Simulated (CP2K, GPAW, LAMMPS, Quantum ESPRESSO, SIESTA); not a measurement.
# Which run comes nearest? Amorphous carbon (220 atoms)

Density of this cell: 2.92 g/cm³. The cell holds 220 atoms: 220 C. Its edges and angles: a = 11.455 Å, b = 11.455 Å, c = 11.455 Å, α = 90.0°, β = 90.0°, γ = 90.0°. 220 atoms (220 C) placed at random at 2.92 g/cm³, melted at 6000 K for 10 ps at fixed volume with the Tersoff potential (Tersoff, Phys. Rev. B 39, 5566 (1989)). Quenched from 6000 K to 300 K at 100 K/ps and fixed volume, held 5 ps, then minimised at fixed cell.

Geometry: as built.

The reference, a calculation:

| Property | Result |
| --- | --- |
| method | Kohn-Sham DFT, PBE, SSSP efficiency 1.3.0 pseudopotentials, plane waves (Quantum ESPRESSO 7.5); sssp-pbe-1.3.0-efficiency, cutoffs 45/360 Ry, Γ point |
| r.m.s. force component | 1.247 eV/Å |
| longest force | 4.825 eV/Å |
| pressure | -1.802 GPa |
| time | 5.1 min on 4 MPI ranks of Arm Neoverse V1, shared host |
| CPU time | 20 min |

Runs, in no order:
A. SIESTA PBE, SZ, shift 0.01 Ry, mesh 300 Ry: Kohn-Sham DFT, PBE, PseudoDojo 0.4.1 norm-conserving pseudopotentials (converted to PSML), numerical atomic orbitals (SZ), diagonalisation
B. GPAW PBE, LCAO szp(dzp), h 0.2 Å: Kohn-Sham DFT, PBE, PAW, atomic orbitals (szp(dzp))
C. CP2K PBE, DZVP-MOLOPT-SR, 450/50 Ry, diagonalisation: Kohn-Sham DFT, PBE, GTH-PBE pseudopotentials, Gaussian and plane waves, DZVP-MOLOPT-SR-GTH, diagonalisation
D. GPAW PBE, LCAO dzp, h 0.2 Å: Kohn-Sham DFT, PBE, PAW, atomic orbitals (dzp)

Q: Order them from the smallest to the largest r.m.s. force difference.

C, D, B, A.

| run | Δ force, r.m.s. (meV/Å) | share of r.m.s. force (%) | CPU time |
| --- | --- | --- | --- |
| C. CP2K PBE, DZVP-MOLOPT-SR, 450/50 Ry, diagonalisation | 23.9 | 1.92 | 23 min |
| D. GPAW PBE, LCAO dzp, h 0.2 Å | 115 | 9.22 | 39 min |
| B. GPAW PBE, LCAO szp(dzp), h 0.2 Å | 371 | 29.8 | 21 min |
| A. SIESTA PBE, SZ, shift 0.01 Ry, mesh 300 Ry | 753 | 60.4 | 3.4 min |

The network of bonds at the start is that of the classical potential that made the cell, and needn't be the one that DFT or experiment would give. The electronic-structure runs sample only Γ, in a cell whose shortest periodic width is 11 Å, which is coarse for a cell with partly filled levels.

[Hosts, paths, dates, database ids (printed as entryN), source tags and the programs' standing remarks are cut or masked in the printed files.]
